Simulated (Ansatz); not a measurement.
# Which site? a vacancy of Si in glassy 66SiO2-6Al2O3-14Na2O-14Li2O (mol %) (109 atoms)

At which site of glassy 66SiO2-6Al2O3-14Na2O-14Li2O (mol %) (109 atoms) does a vacancy of Si cost least, and what about the site decides it?

Main program and level: Ansatz 0.2.0; Kohn-Sham DFT, PBEsol, PAW (set soft_2), plane waves.

### Step 1. The structure

The cell holds 109 atoms: 23 Si, 4 Al, 10 Na, 10 Li and 62 O. Its edges and angles: a = 11.072 Å, b = 11.072 Å, c = 11.072 Å, α = 90.0°, β = 90.0°, γ = 90.0°. 109 atoms (23 Si, 4 Al, 10 Na, 10 Li, 62 O) placed at random at 2.41 g/cm³, melted at 4000 K for 10 ps at fixed volume with the Morse and Coulomb pair potential with partial charges (Pedone, Malavasi, Menziani, Cormack and Segre, J. Phys. Chem. B 110, 11780 (2006)). Quenched from 4000 K to 300 K at 50 K/ps and fixed volume, held 10 ps at zero pressure, then minimised at fixed cell.

Limits known from the start: The quench rate of 50 K/ps is orders of magnitude faster than experiment, which tends to freeze in extra defects. The network of bonds at the start is that of the classical potential that made the cell, and needn't be the one that DFT or experiment would give. The Brillouin zone is sampled at Γ only, in a cell whose shortest periodic width is 11 Å.

### Step 2. Single point at the start

The forces at the start show how far the geometry lies from a minimum of this functional.

Input file input.yaml:

```yaml
crystal:
  lattice:
    - [11.07229, 0.0, 0.0]
    - [0.0, 11.07229, 0.0]
    - [0.0, 0.0, 11.07229]
  atoms:
    - { symbol: Si, position: [0.00692, 0.46353, 0.19083] }
    - { symbol: Si, position: [0.23316, 0.33918, 0.29396] }
    - { symbol: Si, position: [0.58648, 0.17954, 0.06398] }
    - { symbol: Si, position: [0.62103, 0.43747, 0.46382] }
    - { symbol: Si, position: [0.24532, 0.7092, 0.36003] }
    - { symbol: Si, position: [0.96716, 0.89121, 0.90077] }
    - { symbol: Si, position: [0.33263, 0.85661, 0.59728] }
    - { symbol: Si, position: [0.69034, 0.93677, 0.93033] }
    - { symbol: Si, position: [0.4814, 0.02213, 0.27522] }
    - { symbol: Si, position: [0.86671, 0.2639, 0.87209] }
    - { symbol: Si, position: [0.76772, 0.62284, 0.62773] }
    - { symbol: Si, position: [0.23136, 0.19106, 0.52666] }
    - { symbol: Si, position: [0.49025, 0.08141, 0.54193] }
    - { symbol: Si, position: [0.17514, 0.56386, 0.58082] }
    - { symbol: Si, position: [0.44208, 0.5268, 0.25357] }
    - { symbol: Si, position: [0.71452, 0.09246, 0.70273] }
    - { symbol: Si, position: [0.07239, 0.84815, 0.16106] }
    - { symbol: Si, position: [0.64324, 0.79784, 0.32605] }
    - { symbol: Si, position: [0.42315, 0.45206, 0.6717] }
    - { symbol: Si, position: [0.00218, 0.75064, 0.65693] }
    - { symbol: Si, position: [0.12664, 0.51768, 0.9305] }
    - { symbol: Si, position: [0.03527, 0.32065, 0.64917] }
    - { symbol: Si, position: [0.84785, 0.22919, 0.13761] }
    - { symbol: Al, position: [0.19795, 0.06458, 0.28918] }
    - { symbol: Al, position: [0.842, 0.6784, 0.16078] }
    - { symbol: Al, position: [0.85226, 0.54292, 0.88857] }
    - { symbol: Al, position: [0.25203, 0.27232, 0.81009] }
    - { symbol: Na, position: [0.61363, 0.37765, 0.83496] }
    - { symbol: Na, position: [0.0987, 0.11402, 0.02036] }
    - { symbol: Na, position: [0.93655, 0.73689, 0.39458] }
    - { symbol: Na, position: [0.933, 0.00892, 0.41082] }
    - { symbol: Na, position: [0.40555, 0.45647, 0.97188] }
    - { symbol: Na, position: [0.8988, 0.44612, 0.43238] }
    - { symbol: Na, position: [0.58315, 0.7063, 0.79929] }
    - { symbol: Na, position: [0.41062, 0.01305, 0.83128] }
    - { symbol: Na, position: [0.79724, 0.94819, 0.18912] }
    - { symbol: Na, position: [0.68691, 0.47052, 0.10908] }
    - { symbol: Li, position: [0.79537, 0.8875, 0.55444] }
    - { symbol: Li, position: [0.54484, 0.779, 0.58284] }
    - { symbol: Li, position: [0.81804, 0.2028, 0.48388] }
    - { symbol: Li, position: [0.16654, 0.04552, 0.78162] }
    - { symbol: Li, position: [0.982, 0.01742, 0.6477] }
    - { symbol: Li, position: [0.22647, 0.75216, 0.79697] }
    - { symbol: Li, position: [0.33462, 0.20365, 0.04764] }
    - { symbol: Li, position: [0.67026, 0.18657, 0.32409] }
    - { symbol: Li, position: [0.58262, 0.70353, 0.07705] }
    - { symbol: Li, position: [0.38184, 0.65619, 0.83572] }
    - { symbol: O, position: [0.31007, 0.52295, 0.60945] }
    - { symbol: O, position: [0.24138, 0.93691, 0.67129] }
    - { symbol: O, position: [0.00484, 0.54167, 0.85917] }
    - { symbol: O, position: [0.76755, 0.56346, 0.75861] }
    - { symbol: O, position: [0.34787, 0.4091, 0.24377] }
    - { symbol: O, position: [0.24562, 0.30648, 0.4359] }
    - { symbol: O, position: [0.70054, 0.25306, 0.12008] }
    - { symbol: O, position: [0.49797, 0.55437, 0.12654] }
    - { symbol: O, position: [0.81074, 0.0618, 0.60482] }
    - { symbol: O, position: [0.1855, 0.38741, 0.89287] }
    - { symbol: O, position: [0.60378, 0.83145, 0.95859] }
    - { symbol: O, position: [0.83235, 0.90817, 0.95808] }
    - { symbol: O, position: [0.91867, 0.34922, 0.16829] }
    - { symbol: O, position: [0.48208, 0.52482, 0.77984] }
    - { symbol: O, position: [0.45319, 0.94238, 0.56746] }
    - { symbol: O, position: [0.28592, 0.79983, 0.46927] }
    - { symbol: O, position: [0.89727, 0.19498, 0.00025] }
    - { symbol: O, position: [0.70224, 0.71486, 0.21966] }
    - { symbol: O, position: [0.00415, 0.012, 0.83455] }
    - { symbol: O, position: [0.13197, 0.683, 0.65717] }
    - { symbol: O, position: [0.56403, 0.90684, 0.25583] }
    - { symbol: O, position: [0.75664, 0.86412, 0.38416] }
    - { symbol: O, position: [0.38688, 0.76443, 0.69414] }
    - { symbol: O, position: [0.52268, 0.41997, 0.5713] }
    - { symbol: O, position: [0.22715, 0.61585, 0.91173] }
    - { symbol: O, position: [0.96683, 0.79266, 0.79234] }
    - { symbol: O, position: [0.54632, 0.48046, 0.346] }
    - { symbol: O, position: [0.1632, 0.61209, 0.44289] }
    - { symbol: O, position: [0.3646, 0.14865, 0.55268] }
    - { symbol: O, position: [0.9108, 0.64968, 0.5984] }
    - { symbol: O, position: [0.70802, 0.74999, 0.63771] }
    [... 25 atom lines left out ...]
    - { symbol: O, position: [0.53093, 0.08566, 0.4017] }
    - { symbol: O, position: [0.06387, 0.85847, 0.01082] }
    - { symbol: O, position: [0.16464, 0.09725, 0.44008] }
    - { symbol: O, position: [0.9595, 0.28394, 0.53933] }
    - { symbol: O, position: [0.91999, 0.56433, 0.24481] }
    - { symbol: O, position: [0.55973, 0.73459, 0.4154] }
kpoints:
  mp_grid: { grid: [1, 1, 1] }
hamiltonian:
  xc: pbesol
scf:
  occupations: { method: gaussian, width: 0.025 }
output:
  forces: true
```

On the command line:

```
$ ansatz run input.yaml --threads 4 --pin off --max-ram 8192MiB --backend cpu --events-out ev --progress --plain --runs-dir out
```

Numbers of over 12 decimals in the logs are rounded to 6 here.

What it wrote:

```text
[...]
Pseudopotentials: kind: paw
Pseudopotential: Si, paw, valence charge 4, recommended cutoff 420 eV (normal), Si.paw.azcp
Pseudopotential: Al, paw, valence charge 3, recommended cutoff 420 eV (normal), Al.paw.azcp
Pseudopotential: Na, paw, valence charge 9, recommended cutoff 420 eV (normal), Na.paw.azcp
Pseudopotential: Li, paw, valence charge 3, recommended cutoff 420 eV (normal), Li.paw.azcp
Pseudopotential: O, paw, valence charge 6, recommended cutoff 420 eV (normal), O.paw.azcp
[... 3 lines on functional and potentials left out ...]
Crystal: 109 atoms, lattice volume = 1357.414 Å³
Basis set: ecut = 420 eV, 26745 PW (Γ), exchange–correlation on 150×150×150 points (8 copies of the dense FFT grid, shifted against one another)
Bands: 407, of which v1, the nominal top of the filled ones, is band 298 counted from 1 (297 counted from 0)
Symmetry: 1 space group operations
Space group: P1 (ITA 1), of the structure as read, at distance tolerance 1.1e-4 Å
k-points: 1
[... 15 lines on functional and potentials left out ...]
Initial density: superposition of atomic densities (neutral atoms: chi_scale 0, normalization atom), corrected by the library's trained network
Initial wavefunctions: pseudopotential atomic-orbital guess
[...]
SCF iter   1: F=—  HF=-68070.368610 eV  |F-HF|=—  |Δ(HF+E_count)|=         —  Δρ=1.13e-2  dr2=1.40e0  ethr=1.77e-3  ⟨swp⟩=5.0  Hψ=1702  notcnv=0  defer=99
preconditioner: auto → Resta (q_TF=auto, 2.379 Å⁻¹)  ε∞=2.9  [insulator: Δε(μ)=2.539 eV  Ē_g=17.251 eV  σ=0.025 eV  W_gap=1.00  n_scr=304 (ndim 8)  ℏωp=23.8 eV  f_vac=0.122  D(μ)=0.00/eV (n_scr^D=0)  ε∞_Penn≈2.9]
SCF iter   2: F=—  HF=-68069.963734 eV  |F-HF|=—  |Δ(HF+E_count)|=   4.05e-1  Δρ=2.13e-3  dr2=4.09e-2  ethr=2.34e-4  ⟨swp⟩=2.0  Hψ=676  notcnv=0  defer=105
SCF iter   3: F=—  HF=-68069.958839 eV  |F-HF|=—  |Δ(HF+E_count)|=   4.89e-3  Δρ=8.49e-4  dr2=1.19e-2  ethr=6.86e-6  ⟨swp⟩=2.0  Hψ=513  notcnv=0  defer=44
automatic band count: iteration 3 solves 346 bands in place of 407: the levels show a gap, and the empty bands left out lie too high to hold charge; the band table lists the bands solved (type scf.n_extra_bands for more)
SCF iter   4: F=—  HF=-68069.959297 eV  |F-HF|=—  |Δ(HF+E_count)|=   4.59e-4  Δρ=5.89e-4  dr2=4.53e-3  ethr=2.00e-6  ⟨swp⟩=2.0  Hψ=508  notcnv=0  defer=44
SCF iter   5: F=—  HF=-68069.958745 eV  |F-HF|=—  |Δ(HF+E_count)|=   5.52e-4  Δρ=1.06e-4  dr2=2.75e-4  ethr=7.60e-7  ⟨swp⟩=2.0  Hψ=508  notcnv=0  defer=44
[...]
SCF iter   9: F=—  HF=-68069.956607 eV  |F-HF|=—  |Δ(HF+E_count)|=   1.17e-6  Δρ=4.27e-6  dr2=2.33e-7  ethr=1.68e-11  ⟨swp⟩=5.0  Hψ=1149  notcnv=0
SCF iter  10: F=-68069.956607 eV  HF=-68069.956607 eV  |F-HF|=3.86e-8  |Δ(HF+E_count)|=   1.15e-7  Δρ=1.40e-6  dr2=3.21e-8  ethr=1.68e-11  ⟨swp⟩=4.0  Hψ=1131  notcnv=0
SCF 1 converged in 10 iterations: F = -68069.956607 eV  dr2 = 3.21e-8
[...]
SCF converged after 10 iterations
Free energy (F): -68069.956607 eV
Harris-Foulkes:  -68069.956607 eV  (|F-HF|=3.86e-8)
Internal energy: -68069.956607 eV  (E = F + TS)
E sigma→0 (E₀):  -68069.956607 eV
Fermi energy:    5.810693 eV
--- Per-component energies (eV) ---
[...]
Σ components = -68069.956607   (vs F -68069.956607, Δ=0.00e0)
--- Forces (eV/Å), atoms counted from 1 ---
  atom   1  Si     0.92428433    -0.22728863    -2.11664100
  atom   2  Si     0.05627352    -1.14722413     0.51932310
  atom   3  Si     1.65971929    -2.03610676     0.04080051
  atom   4  Si    -0.57305174     0.50841314     0.70969589
[...]
atom 109  O     -1.52320354    -1.19057464     1.51037006
  max |Σ_I F_I| component: 1.54e-4 eV/Å
```

Elapsed: 21 s, on 4 threads of Arm Neoverse V1, shared host; peak memory 1.8 GiB; 76 s of CPU time.

The r.m.s. force at the start is 0.83 eV/Å.

### Step 3. Relaxation

The atoms are relaxed in the fixed cell, aiming at the force tolerance of the input.

Input file input.yaml:

```yaml
crystal:
  lattice:
    - [11.07229, 0.0, 0.0]
    - [0.0, 11.07229, 0.0]
    - [0.0, 0.0, 11.07229]
  atoms:
    [... the 109 atom lines of step 2 ...]
kpoints:
  mp_grid: { grid: [1, 1, 1] }
hamiltonian:
  xc: pbesol
scf:
  occupations: { method: gaussian, width: 0.025 }
output:
  forces: true
relax:
  f_tol: 0.05
  max_steps: 120
```

What it wrote:

```text
[...]
Crystal: 109 atoms, lattice volume = 1357.414 Å³
Basis set: ecut = 420 eV, 26745 PW (Γ), exchange–correlation on 150×150×150 points (8 copies of the dense FFT grid, shifted against one another)
Bands: 407, of which v1, the nominal top of the filled ones, is band 298 counted from 1 (297 counted from 0)
Symmetry: 1 space group operations
[...]
k-points: 1
[...]
SCF iter   1: F=—  HF=-68070.368610 eV  |F-HF|=—  |Δ(HF+E_count)|=         —  Δρ=1.13e-2  dr2=1.40e0  ethr=1.77e-3  ⟨swp⟩=5.0  Hψ=1702  notcnv=0  defer=99
[...]
SCF iter   7: F=-68069.956604 eV  HF=-68069.956602 eV  |F-HF|=2.20e-6  |Δ(HF+E_count)|=   1.19e-5  Δρ=2.20e-5  dr2=6.43e-6  ethr=7.40e-9  ⟨swp⟩=4.0  Hψ=999  notcnv=0
SCF 1 converged in 7 iterations: F = -68069.956604 eV  dr2 = 6.43e-6
[...]
relax step   1: F+E_penalty+E_count = -68069.95660428 eV  Δ(F+E_penalty+E_count) = +0.000e0 eV  max|allowed force component| = 2.358e0 eV/Å  Δτ_max = 0.0000 Å  (7 SCF iters, dr2 threshold 6.25e-5 eV, accepted)
[...]
relax step   2: F+E_penalty+E_count = -68072.88965761 eV  Δ(F+E_penalty+E_count) = -2.933e0 eV  max|allowed force component| = 1.676e0 eV/Å  Δτ_max = 0.1943 Å  (6 SCF iters, dr2 threshold 1.00e-4 eV, accepted)
[...]
relax step   3: F+E_penalty+E_count = -68074.67288031 eV  Δ(F+E_penalty+E_count) = -1.783e0 eV  max|allowed force component| = 4.481e-1 eV/Å  Δτ_max = 0.1947 Å  (6 SCF iters, dr2 threshold 1.00e-4 eV, accepted)
relax step   4: F+E_penalty+E_count = -68075.09044646 eV  Δ(F+E_penalty+E_count) = -4.176e-1 eV  max|allowed force component| = 4.525e-1 eV/Å  Δτ_max = 0.2000 Å  (7 SCF iters, dr2 threshold 1.43e-5 eV, accepted)
relax step   5: F+E_penalty+E_count = -68075.28428308 eV  Δ(F+E_penalty+E_count) = -1.938e-1 eV  max|allowed force component| = 2.984e-1 eV/Å  Δτ_max = 0.1618 Å  (7 SCF iters, dr2 threshold 1.46e-5 eV, accepted)
relax step   6: F+E_penalty+E_count = -68075.48366472 eV  Δ(F+E_penalty+E_count) = -1.994e-1 eV  max|allowed force component| = 2.984e-1 eV/Å  Δτ_max = 0.2000 Å  (7 SCF iters, dr2 threshold 3.87e-5 eV, accepted)
relax step   7: F+E_penalty+E_count = -68075.63161235 eV  Δ(F+E_penalty+E_count) = -1.479e-1 eV  max|allowed force component| = 4.048e-1 eV/Å  Δτ_max = 0.1949 Å  (7 SCF iters, dr2 threshold 3.87e-5 eV, accepted)
relax step   8: F+E_penalty+E_count = -68075.70358394 eV  Δ(F+E_penalty+E_count) = -7.197e-2 eV  max|allowed force component| = 3.715e-1 eV/Å  Δτ_max = 0.1315 Å  (6 SCF iters, dr2 threshold 1.00e-4 eV, accepted)
relax step   9: F+E_penalty+E_count = -68075.75825717 eV  Δ(F+E_penalty+E_count) = -5.467e-2 eV  max|allowed force component| = 2.788e-1 eV/Å  Δτ_max = 0.1551 Å  (6 SCF iters, dr2 threshold 1.00e-4 eV, accepted)
relax step  10: F+E_penalty+E_count = -68075.79656595 eV  Δ(F+E_penalty+E_count) = -3.831e-2 eV  max|allowed force component| = 4.864e-1 eV/Å  Δτ_max = 0.2000 Å  (7 SCF iters, dr2 threshold 4.38e-5 eV, accepted)
relax step  11: F+E_penalty+E_count = -68075.84624850 eV  Δ(F+E_penalty+E_count) = -4.968e-2 eV  max|allowed force component| = 1.342e-1 eV/Å  Δτ_max = 0.1046 Å  (6 SCF iters, dr2 threshold 1.00e-4 eV, accepted)
relax step  12: F+E_penalty+E_count = -68075.88663622 eV  Δ(F+E_penalty+E_count) = -4.039e-2 eV  max|allowed force component| = 1.591e-1 eV/Å  Δτ_max = 0.2000 Å  (9 SCF iters, accepted)
relax step  13: F+E_penalty+E_count = -68075.90166705 eV  Δ(F+E_penalty+E_count) = -1.503e-2 eV  max|allowed force component| = 8.347e-2 eV/Å  Δτ_max = 0.0655 Å  (9 SCF iters, accepted)
relax step  14: F+E_penalty+E_count = -68075.90914765 eV  Δ(F+E_penalty+E_count) = -7.481e-3 eV  max|allowed force component| = 5.542e-2 eV/Å  Δτ_max = 0.0714 Å  (8 SCF iters, accepted)
relax step  15: F+E_penalty+E_count = -68075.91308632 eV  Δ(F+E_penalty+E_count) = -3.939e-3 eV  max|allowed force component| = 6.497e-2 eV/Å  Δτ_max = 0.0530 Å  (8 SCF iters, accepted)
[...]
relax step  16: F+E_penalty+E_count = -68075.91604517 eV  Δ(F+E_penalty+E_count) = -2.959e-3 eV  max|allowed force component| = 3.791e-2 eV/Å  Δτ_max = 0.0471 Å  (8 SCF iters, accepted)
SCF converged after 8 iterations
Free energy (F): -68075.916045 eV
[...]
Internal energy: -68075.916045 eV  (E = F + TS)
E sigma→0 (E₀):  -68075.916045 eV
Fermi energy:    5.674510 eV
[...]
--- Forces (eV/Å), atoms counted from 1 ---
  atom   1  Si    -0.00201633     0.00262417    -0.01612647
  atom   2  Si    -0.00152310    -0.01469612    -0.00172320
  atom   3  Si    -0.01789429    -0.00377791    -0.01194113
  atom   4  Si    -0.00028857     0.00430955     0.00636462
  atom   5  Si     0.01466129    -0.00303863     0.01874820
  atom   6  Si     0.00906913    -0.00316070    -0.01759085
  atom   7  Si     0.01333905     0.01359818     0.00925985
  atom   8  Si     0.00339735     0.00120392    -0.00908078
  atom   9  Si    -0.01196512    -0.00664757     0.02954065
  atom  10  Si     0.03764527    -0.00358356    -0.02007292
  atom  11  Si     0.00677982     0.00247407    -0.00276962
  atom  12  Si     0.00452174     0.02240478     0.00769427
  atom  13  Si    -0.00209723     0.02987313    -0.01254195
  atom  14  Si    -0.00519857     0.00667804     0.01393449
[...]
atom 108  O     -0.00155105     0.00417604    -0.01073333
  atom 109  O     -0.00409265    -0.01207236    -0.00126074
  max |Σ_I F_I| component: 1.17e-5 eV/Å
--- Relaxed structure (16 steps of the walk, 16 accepted, 0 SCFs on fresh bases) ---
  F+E_penalty+E_count = -68075.91604517 eV   max|allowed force component| = 3.791e-2 eV/Å
  atoms:
    - { symbol: Si, position: [0.012260, 0.469086, 0.177546] }
    - { symbol: Si, position: [0.239362, 0.340437, 0.277899] }
    - { symbol: Si, position: [0.603577, 0.158797, 0.071553] }
    - { symbol: Si, position: [0.615656, 0.445251, 0.478532] }
[...]
- { symbol: O, position: [0.575163, 0.727237, 0.404366] }
```

The job ended after 3.9 min (4 threads; peak memory 1.8 GiB; 15 min of CPU time).

The relaxation converged after 16 steps, 5.96 eV below its start, with a largest force component of 0.038 eV/Å.

### Step 4. Single point at the relaxed geometry

One more single point at the end of the walk gives the fuller output and checks the residual forces.

Input file input.yaml:

```yaml
crystal:
  lattice:
    - [11.07229, 0.0, 0.0]
    - [0.0, 11.07229, 0.0]
    - [0.0, 0.0, 11.07229]
  atoms:
    - { symbol: Si, position: [0.01226, 0.46909, 0.17755] }
    - { symbol: Si, position: [0.23936, 0.34044, 0.2779] }
    - { symbol: Si, position: [0.60358, 0.1588, 0.07155] }
    - { symbol: Si, position: [0.61566, 0.44525, 0.47853] }
    - { symbol: Si, position: [0.2452, 0.7093, 0.37078] }
    - { symbol: Si, position: [0.97429, 0.8803, 0.90742] }
    [... 97 atom lines left out ...]
    - { symbol: O, position: [0.54835, 0.07835, 0.42061] }
    - { symbol: O, position: [0.0822, 0.84158, 0.00886] }
    - { symbol: O, position: [0.16666, 0.10128, 0.42302] }
    - { symbol: O, position: [0.94854, 0.25466, 0.51403] }
    - { symbol: O, position: [0.94318, 0.57648, 0.2506] }
    - { symbol: O, position: [0.57516, 0.72724, 0.40437] }
kpoints:
  mp_grid: { grid: [1, 1, 1] }
hamiltonian:
  xc: pbesol
scf:
  occupations: { method: gaussian, width: 0.025 }
output:
  forces: true
  stress: true
  populations: intrinsic
  dos:
    method: { smearing: { sigma: 0.15 } }
    de: 0.1
    projected: { site_lists: { Al: [Al], Li: [Li], Na: [Na], O: [O], Si: [Si] } }
  eigenvalues: true
  write_density: true
  write_potential: true
  volumetric_format: npy
```

What it wrote:

```text
[...]
Crystal: 109 atoms, lattice volume = 1357.414 Å³
Basis set: ecut = 420 eV, 26745 PW (Γ), exchange–correlation on 150×150×150 points (8 copies of the dense FFT grid, shifted against one another)
Bands: 407, of which v1, the nominal top of the filled ones, is band 298 counted from 1 (297 counted from 0)
Symmetry: 1 space group operations
[...]
k-points: 1
[...]
SCF iter   1: F=—  HF=-68076.333882 eV  |F-HF|=—  |Δ(HF+E_count)|=         —  Δρ=1.14e-2  dr2=1.43e0  ethr=1.77e-3  ⟨swp⟩=6.0  Hψ=1799  notcnv=0  defer=42
[...]
SCF iter  10: F=-68075.916043 eV  HF=-68075.916043 eV  |F-HF|=2.66e-8  |Δ(HF+E_count)|=   7.56e-8  Δρ=1.18e-6  dr2=2.22e-8  ethr=1.68e-11  ⟨swp⟩=9.0  Hψ=2496  notcnv=0
SCF 1 converged in 10 iterations: F = -68075.916043 eV  dr2 = 2.22e-8
[...]
WARN: The input density's exchange-correlation potential varies sharply where the density is thin. Do not read a vacuum level from v_tot or v_xc, or from such a field of the output density. On a cell that repeats whose density bears no net charge and no dipole along the vacuum's axis use v_es (v_loc + v_h of the components); [...]
SCF converged after 10 iterations
Free energy (F): -68075.916043 eV
[...]
Internal energy: -68075.916043 eV  (E = F + TS)
E sigma→0 (E₀):  -68075.916043 eV
Fermi energy:    5.674499 eV
[...]
--- Forces (eV/Å), atoms counted from 1 ---
  atom   1  Si    -0.00224192    -0.00030012    -0.01908953
  atom   2  Si    -0.00069804    -0.01526367    -0.00155946
  atom   3  Si    -0.02132266    -0.00378239    -0.00992788
  atom   4  Si    -0.00325584     0.00429356     0.00683930
  atom   5  Si     0.01301404    -0.00439862     0.02073856
  atom   6  Si     0.01027579    -0.00141078    -0.02014875
  atom   7  Si     0.01288119     0.01174120     0.00859880
  atom   8  Si     0.00393453     0.00017204    -0.00964553
  atom   9  Si    -0.01103256    -0.00561720     0.03093364
  atom  10  Si     0.03780480    -0.00569498    -0.02241191
  atom  11  Si     0.00720181     0.00023712    -0.00078831
  atom  12  Si     0.00607112     0.02018330     0.00780542
  atom  13  Si    -0.00077938     0.03334086    -0.01406467
  atom  14  Si    -0.00365193     0.00533816     0.01306770
[...]
atom 108  O     -0.00195622     0.00476988    -0.00915645
  atom 109  O     -0.00325603    -0.01160844    -0.00178999
  max |Σ_I F_I| component: 4.16e-5 eV/Å
--- Stress (GPa, compression-positive) ---
        0.466131      -0.066051      -0.618833
       -0.066048       1.632648      -0.238597
       -0.618829      -0.238599      -1.155770
  P = ⅓ Tr σ = 0.3143 GPa (3.143 kbar)
--- Band table (eV) ---
[...]
--- intrinsic populations: 109 sites ---
  site symbol       q [e]
     0     Si      2.3240
     1     Si      2.3059
     2     Si      2.3819
[...]
108      O      7.0243
  spilling = -0.000000 (of n_electrons = 596.000000)
```

Wall time 40 s (4 threads); peak memory 1.8 GiB.

The program notes that the exchange-correlation potential is rough where the density is thin.

The run gave:

- free energy: -68075.9160 eV
- free energy per atom: -624.5497 eV/atom
- SCF cycles: 10
- pressure: 0.3143 GPa
- r.m.s. force component: 0.0102 eV/Å
- longest force: 0.04432 eV/Å
- Fermi energy: 5.674 eV
- gap (highest filled to lowest empty level): 2.966 eV

[end of part 1 of 2]

[Logs are printed without paths, hosts, clocks, repeated set-up lines and the standing remarks that a program may print on its own settings, such as how far it seeks lower states.]

[Hosts, paths, dates, database ids (printed as entryN), source tags and the programs' standing remarks are cut or masked in the printed files.]
